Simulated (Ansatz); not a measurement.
# How NaCl absorbs and reflects light

Wanted: where NaCl starts to absorb, how strongly, and its refractive index. The cell comes from an older database entry, whose edges can differ from later determinations, mostly by under a per cent.

Program: Ansatz 0.2.0. Level of theory: DFT, PBE, plane-wave PAW, default files, scalar-relativistic, independent-particle optical response without local fields. Values are calculated unless marked as measured.

This is a report of a sequence of runs, with the program logs left out and the cost of each run kept.

The database entry behind the starting cell differs from other determinations of this structure, so it need not match the best structure at room temperature.

**1. Set-up**

Symmetry: Fm-3m, No. 225, cubic system. The conventional cell has a = 5.620 Å, b = 5.620 Å, c = 5.620 Å, α = 90.00°, β = 90.00°, γ = 90.00°. Cl has 6 Na at 2.81 Å nearest. Na has 6 Cl at 2.81 Å nearest. Farther neighbours, and contacts between anions beyond the nearest, are not listed.

**2. Ground state and bands**

First the ground state: is it a metal or has it a gap?

This step: DFT, PBE, plane-wave PAW, default files, scalar-relativistic, ground state (Ansatz 0.2.0).

input.yaml reads:

```yaml
crystal:
  lattice:
    - [0.0, 2.81, 2.81]
    - [2.81, 0.0, 2.81]
    - [2.81, 2.81, 0.0]
  atoms:
    - { symbol: Cl, position: [0.5, 0.5, 0.5] }
    - { symbol: Na, position: [0.0, 0.0, 0.0] }
kpoints:
  mp_grid: { grid: [7, 7, 7] }
  band_path:
    path:
      - [[0.0, 0.0, 0.0], [0.5, 0.0, 0.5], [0.5, 0.25, 0.75], [0.375, 0.375, 0.75], [0.0, 0.0, 0.0], [0.5, 0.5, 0.5], [0.625, 0.25, 0.625], [0.5, 0.25, 0.75], [0.5, 0.5, 0.5], [0.375, 0.375, 0.75]]
      - [[0.625, 0.25, 0.625], [0.5, 0.0, 0.5]]
    npoints: 6
scf:
  occupations: { method: fermi_dirac, width: 0.05 }
  n_extra_bands: 6
hamiltonian:
  xc: pbe
  pseudopotentials: { kind: paw }
output:
  forces: true
  stress: true
  populations: true
  write_bands: true
  write_density: true
  write_potential: true
  elf: true
  volumetric_format: npy
```

On the command line:

```
$ ansatz run input.yaml --threads 4 --pin off --max-ram 8192MiB --backend cpu --events-out ev --progress --plain --runs-dir out
```

Run time: 0.51 s. Hardware: 4 threads of Arm Neoverse V2, shared host; peak memory 0.28 GiB; 1.5 s of CPU time.

This step gave:

* free energy: -2569.5493 eV
* Fermi energy: 3.825 eV
* gap by band count: 5.149 eV
* electrons: 16
* symmetry operations: 48
* pressure: 1.044 GPa
* gap on the k-mesh: 5.149 eV
* volume: 44.38 Å³
* gap on the path: 5.149 eV
* least direct gap on the path: 5.149 eV

There is a gap, 5.15 eV on the path, so no carriers' term is needed. The cell is left with a pressure of 1.0 GPa, as it stands unrelaxed at this level.

Electronic bands along the path, in eV, zero at the Fermi level; v1 is the highest filled band, c1 the lowest empty one:

| point | v3 | v2 | v1 | c1 | c2 | c3 | c4 |
| --- | --- | --- | --- | --- | --- | --- | --- |
| Γ | -2.64 | -2.64 | -2.64 | 2.51 | 8.40 | 8.40 | 8.40 |
| halfway | -3.72 | -2.96 | -2.96 | 4.49 | 6.45 | 8.19 | 9.76 |
| X | -4.33 | -3.24 | -3.24 | 4.91 | 5.40 | 8.76 | 12.23 |
| halfway | -4.19 | -3.44 | -3.33 | 5.43 | 5.89 | 8.25 | 10.10 |
| W | -3.84 | -3.84 | -3.40 | 6.20 | 7.06 | 7.06 | 8.72 |
| halfway | -4.01 | -3.76 | -3.27 | 5.91 | 6.50 | 7.67 | 9.29 |
| K | -4.07 | -3.77 | -3.14 | 5.59 | 6.40 | 7.95 | 10.10 |
| halfway | -3.88 | -3.11 | -2.80 | 4.68 | 7.03 | 8.11 | 9.19 |
| Γ | -2.64 | -2.64 | -2.64 | 2.51 | 8.40 | 8.40 | 8.40 |
| halfway | -3.75 | -2.78 | -2.78 | 3.98 | 7.36 | 8.69 | 8.69 |
| L | -4.59 | -2.91 | -2.91 | 4.64 | 8.08 | 8.27 | 8.27 |
| halfway | -4.38 | -3.33 | -3.00 | 5.44 | 7.12 | 7.79 | 8.90 |
| U | -4.07 | -3.77 | -3.14 | 5.59 | 6.40 | 7.95 | 10.10 |
| halfway | -4.01 | -3.76 | -3.27 | 5.91 | 6.50 | 7.67 | 9.29 |
| W | -3.84 | -3.84 | -3.40 | 6.20 | 7.06 | 7.06 | 8.72 |
| halfway | -4.31 | -3.41 | -3.06 | 5.70 | 6.91 | 7.64 | 9.04 |
| L | -4.59 | -2.91 | -2.91 | 4.64 | 8.08 | 8.27 | 8.27 |
| halfway | -4.38 | -3.33 | -3.00 | 5.44 | 7.12 | 7.79 | 8.90 |
| K | -4.07 | -3.77 | -3.14 | 5.59 | 6.40 | 7.95 | 10.10 |
| jump to U | -4.07 | -3.77 | -3.14 | 5.59 | 6.40 | 7.95 | 10.10 |
| halfway | -4.26 | -3.41 | -3.22 | 5.14 | 5.68 | 8.51 | 11.06 |
| X | -4.33 | -3.24 | -3.24 | 4.91 | 5.40 | 8.76 | 12.23 |

ELF in the ac plane of the conventional cell at fractional y = 0.000, with atoms of Cl and Na within 0.2 Å of it. It is the smooth field of the valence electrons, not physical close to the nuclei.

Values, 16 rows by 16 columns, each cell a mean:
```
0.44 0.57 0.26 0.08 0.54 0.83 0.84 0.64 0.55 0.79 0.86 0.74 0.25 0.10 0.49 0.50
0.52 0.39 0.09 0.07 0.46 0.77 0.86 0.84 0.84 0.86 0.83 0.65 0.20 0.04 0.26 0.49
0.11 0.06 0.02 0.04 0.25 0.59 0.77 0.83 0.84 0.81 0.70 0.42 0.10 0.02 0.04 0.10
0.25 0.24 0.16 0.06 0.07 0.25 0.46 0.54 0.55 0.51 0.35 0.13 0.04 0.10 0.20 0.25
0.75 0.70 0.55 0.26 0.06 0.04 0.07 0.08 0.09 0.08 0.05 0.03 0.13 0.42 0.65 0.74
0.86 0.85 0.78 0.55 0.16 0.02 0.09 0.26 0.31 0.19 0.04 0.05 0.35 0.70 0.83 0.86
0.73 0.83 0.85 0.70 0.24 0.06 0.39 0.57 0.54 0.52 0.19 0.08 0.51 0.81 0.86 0.79
0.38 0.73 0.86 0.75 0.25 0.11 0.52 0.44 0.31 0.54 0.31 0.09 0.55 0.84 0.84 0.55
0.55 0.79 0.86 0.74 0.25 0.10 0.49 0.50 0.44 0.57 0.26 0.08 0.54 0.83 0.84 0.64
0.84 0.86 0.83 0.65 0.20 0.04 0.26 0.49 0.52 0.39 0.09 0.07 0.46 0.77 0.86 0.84
0.84 0.81 0.70 0.42 0.10 0.02 0.04 0.10 0.11 0.06 0.02 0.04 0.25 0.59 0.77 0.83
0.55 0.51 0.35 0.13 0.04 0.10 0.20 0.25 0.25 0.24 0.16 0.06 0.07 0.25 0.46 0.54
0.09 0.08 0.05 0.03 0.13 0.42 0.65 0.74 0.75 0.70 0.55 0.26 0.06 0.04 0.07 0.08
0.31 0.19 0.04 0.05 0.35 0.70 0.83 0.86 0.86 0.85 0.78 0.55 0.16 0.02 0.09 0.26
0.54 0.52 0.19 0.08 0.51 0.81 0.86 0.79 0.73 0.83 0.85 0.70 0.24 0.06 0.39 0.57
0.31 0.54 0.31 0.09 0.55 0.84 0.84 0.55 0.38 0.73 0.86 0.75 0.25 0.11 0.52 0.44
```

Valence density in the ac plane of the conventional cell at fractional y = 0.000, with atoms of Cl and Na within 0.2 Å of it. It is the smooth field of the valence electrons, not physical close to the nuclei.

Ten steps, logarithmic in the rise over the least value, from '0' (0 e/Å³) to '9' (17 e/Å³), each cell a mean:
```
9720134445420058
5300023444310015
1000012332100000
0000000111000000
2110000000000012
4321000221000134
4431003775101245
2442015997201344
4542005897201344
4431001553000234
3210000010000123
1100000000000001
0000001221100000
2100013443210002
7510124544310037
9720134424420159
```

**3. Spectrum**

The spectrum is a sum over vertical transitions between filled and empty bands at the fixed density, so many empty bands are needed.

This step: DFT, PBE, plane-wave PAW, default files, scalar-relativistic, independent-particle optical response without local fields (Ansatz 0.2.0).

input.yaml, the sections that differ from step 2:

```yaml
kpoints:
  mp_grid: { grid: [7, 7, 7] }
scf:
  occupations: { method: fixed }
output:
  optics:
    e_range: [0, 20]
    de: 0.05
    sigma: 0.15
    nscf_kmesh: { grid: [8, 8, 8] }
    bands: { spectra_wanted_up_to: 20 }
# crystal, hamiltonian: as in step 2
```

Elapsed: 2.9 s, on 4 threads; peak memory 0.51 GiB.

Read from the output:

- electronic dielectric constant ε∞, mean of the axes: 2.759
- absorption onset, first axis (α over 10⁴ cm⁻¹, or the direct gap if that lies higher): 5.149 eV
- main peak of Im epsilon, first axis: 10.81 eV
- least direct gap on the mesh: 5.149 eV
- bands summed: 28
- spectra valid up to: 29.44 eV
- program's estimate of the k-sum error in Im epsilon: 0.06 %
- electrons in the f-sum: 8.184

The Im ε, any direction has structure finer than the step of the table below, so its rows give means over 1 eV. Peaks (eV: height): 8.8: 4.80, 10.8: 4.83.

The Im ε, any direction by photon energy; means over each step:

photon energy (eV), Im ε, any direction and a bar:
```
        4       0.00 
        5       0.12 #
        6       0.71 #####
        7       1.34 #########
        8       3.24 ######################
        9       4.19 ############################
       10       3.81 ##########################
       11       4.41 ##############################
       12       2.71 ##################
       13       1.71 ############
       14       0.97 #######
       15       0.85 ######
       16       0.76 #####
       17       0.67 #####
       18       0.69 #####
       19       0.45 ###
```

The Re ε, any direction by photon energy:

| photon energy (eV) | Re ε, any direction |
| --- | --- |
| 0 | 2.76 |
| 1 | 2.78 |
| 2 | 2.84 |
| 3 | 2.96 |
| 4 | 3.18 |
| 5 | 3.70 |
| 6 | 4.04 |
| 7 | 4.59 |
| 8 | 4.53 |
| 9 | 1.95 |
| 10 | 2.20 |
| 11 | 0.113 |
| 12 | -0.969 |
| 13 | -0.490 |
| 14 | -0.417 |
| 15 | -0.0258 |
| 16 | 0.167 |
| 17 | 0.235 |
| 18 | 0.254 |
| 19 | 0.116 |
| 20 | 0.261 |

Values under 1 per cm are given as 1. Absorption coefficient, any direction against photon energy:

| photon energy (eV) | absorption coefficient, any direction (1/cm) |
| --- | --- |
| 0.00 | 1 |
| 1.00 | 1 |
| 2.00 | 1 |
| 3.00 | 1 |
| 4.00 | 1 |
| 5.00 | 1713 |
| 6.00 | 1.1e5 |
| 7.00 | 2.0e5 |
| 8.00 | 5.2e5 |
| 9.00 | 1.1e6 |
| 10.00 | 1.1e6 |
| 11.00 | 1.6e6 |
| 12.00 | 1.7e6 |
| 13.00 | 1.4e6 |
| 14.00 | 1.2e6 |
| 15.00 | 1.1e6 |
| 16.00 | 9.0e5 |
| 17.00 | 8.3e5 |
| 18.00 | 9.1e5 |
| 19.00 | 7.7e5 |
| 20.00 | 6.1e5 |

The loss function −Im 1/ε at q → 0, any direction has structure finer than the step of the table below, so its rows give means over 0.5 eV. Peaks (eV: height): 19.15: 2.27.

The loss function −Im 1/ε at q → 0, any direction by energy loss; means over each step:

| energy loss (eV) | loss function −Im 1/ε at q → 0, any direction |
| --- | --- |
| 4.5 | 0 |
| 5.0 | 0.00339 |
| 5.5 | 0.0281 |
| 6.0 | 0.0421 |
| 6.5 | 0.0492 |
| 7.0 | 0.0544 |
| 7.5 | 0.0757 |
| 8.0 | 0.101 |
| 8.5 | 0.127 |
| 9.0 | 0.188 |
| 9.5 | 0.215 |
| 10.0 | 0.199 |
| 10.5 | 0.200 |
| 11.0 | 0.222 |
| 11.5 | 0.255 |
| 12.0 | 0.341 |
| 12.5 | 0.422 |
| 13.0 | 0.531 |
| 13.5 | 0.561 |
| 14.0 | 0.912 |
| 14.5 | 1.15 |
| 15.0 | 1.12 |
| 15.5 | 1.32 |
| 16.0 | 1.25 |
| 16.5 | 1.36 |
| 17.0 | 1.36 |
| 17.5 | 1.34 |
| 18.0 | 1.27 |
| 18.5 | 1.53 |
| 19.0 | 2.18 |
| 19.5 | 1.93 |

The reflectivity at normal incidence, any direction has structure finer than the step of the table below, so its rows give means over 1 eV. Peaks (eV: height): 8.8: 23.3, 11.6: 34.6, 13.6: 35.6, 18.7: 17.6.

The reflectivity at normal incidence, any direction by photon energy; means over each step:

| photon energy (eV) | reflectivity at normal incidence, any direction (%) |
| --- | --- |
| 1 | 6.26 |
| 2 | 6.53 |
| 3 | 7.04 |
| 4 | 7.96 |
| 5 | 10.0 |
| 6 | 11.8 |
| 7 | 14.5 |
| 8 | 18.9 |
| 9 | 21.1 |
| 10 | 19.7 |
| 11 | 28.0 |
| 12 | 32.9 |
| 13 | 30.0 |
| 14 | 29.2 |
| 15 | 18.1 |
| 16 | 13.8 |
| 17 | 11.7 |
| 18 | 11.4 |
| 19 | 14.9 |

At chosen wavelengths:

| wavelength (nm) | n | k | R (%) | 1/α |
| --- | --- | --- | --- | --- |
| 1550 | 1.66 | 0.000 | 6.2 | over 1 mm |
| 1064 | 1.67 | 0.000 | 6.3 | over 1 mm |
| 800 | 1.68 | 0.000 | 6.4 | over 1 mm |
| 633 | 1.68 | 0.000 | 6.5 | over 1 mm |
| 405 | 1.72 | 0.000 | 7.1 | over 1 mm |
| 248 | 1.92 | 0.003 | 10.0 | 5.9 µm |
| 193 | 2.06 | 0.215 | 12.4 | 71 nm |

Rows near the edge hang on the gap, which this functional as a rule makes too small, and phonon-assisted absorption over an indirect gap is left out.

Through 1 µm of it, D65 light comes out colourless (x = 0.313, y = 0.330; 88 % transmitted).

The first strong peak, at 8.80 eV, fits the highest filled and the lowest empty band, which run nearly parallel at that distance over 50 % of L–K; the match rests on energies alone.

The f-sum over the summed bands holds 8.2 of the cell's 16 electrons outside the frozen cores, 10 of which lie in bands more than 12 eV below the Fermi level, whose transitions come at higher energies. Up to 20 eV the strength has a mean oscillator energy of 10.6 eV, close to the main peak.

**4. Static response with local fields**

A static field by perturbation theory: the induced potential is included, and the Born charges come with it.

This step: DFT, PBE, plane-wave PAW, default files, scalar-relativistic, static field response by perturbation theory with local fields (Ansatz 0.2.0).

input.yaml, the sections that differ from step 3:

```yaml
dielectric: {}
# crystal, kpoints, scf, hamiltonian: as in step 3
# output: removed
```

It took 1.5 s on 4 threads; peak memory 0.33 GiB; 5.4 s of CPU time.

Read-outs:

- electronic dielectric constant ε∞, mean of the axes: 2.513

ε∞ with local fields:

```
2.51 0.00 0.00
0.00 2.51 0.00
0.00 0.00 2.51
```

Diagonal elements. Born, by row:

| atom | Z*xx (e) | Z*yy (e) | Z*zz (e) |
| --- | --- | --- | --- |
| Cl1 | -1.095 | -1.095 | -1.095 |
| Na2 | 1.095 | 1.095 | 1.095 |

Mean Born charges are Cl -1.10 and Na +1.10, against formal valences of -1 and +1. The largest lies a little above its ionic value.

**5. Results**

```
gap on the path                                                                         : 5.15 eV
least direct gap on the path                                                            : 5.15 eV
electronic dielectric constant ε∞, mean of the axes (independent particles)             : 2.76
absorption onset, first axis (α over 10⁴ cm⁻¹, or the direct gap if that lies higher)   : 5.15 eV
main peak of Im epsilon, first axis                                                     : 10.8 eV
electronic dielectric constant ε∞, mean of the axes (static response with local fields) : 2.51
```

At this level (PBE, independent particles) NaCl has ε∞ = 2.76 (2.51 with local fields) and n = 1.66 at 1550 nm; absorption sets in near 5.1 eV, and Im ε peaks at 10.8 eV. The gap on the path is direct, 5.15 eV. Absorption is strong from the direct gap on, 5.15 eV, in the ultraviolet, so the visible is passed. Im ε has its chief maxima at 8.80 eV (4.8) and 10.81 eV (4.8). The first strong peak, at 8.80 eV, fits the highest filled and the lowest empty band, which run nearly parallel at that distance over 50 % of L–K; the match rests on energies alone. Through 1 µm of it, D65 light comes out colourless (x = 0.313, y = 0.330; 88 % transmitted). With local fields and the functional's kernel the static response is 2.51 against 2.76 for independent particles (-9 %). In the base spectrum excitons and phonon-assisted transitions are missing, and so are local fields; PBE gaps are as a rule too small, which pulls the onset down and ε∞ up. In the base run ε includes the program's bounded estimate of what the bands above those summed add.

[Long decimals in the printed logs are rounded to 6 places.]

[Logs are printed without paths, hosts, clocks, repeated set-up lines and the standing remarks that a program may print on its own settings, such as how far it seeks lower states.]

[Hosts, paths, dates, database ids (printed as entryN), source tags and the programs' standing remarks are cut or masked in the printed files.]

[Where the starting crystal was built by hand or by swapping elements, it need not be the compound's stable phase.]

[The count of steps not shown may lack steps that the program refused or didn't finish.]
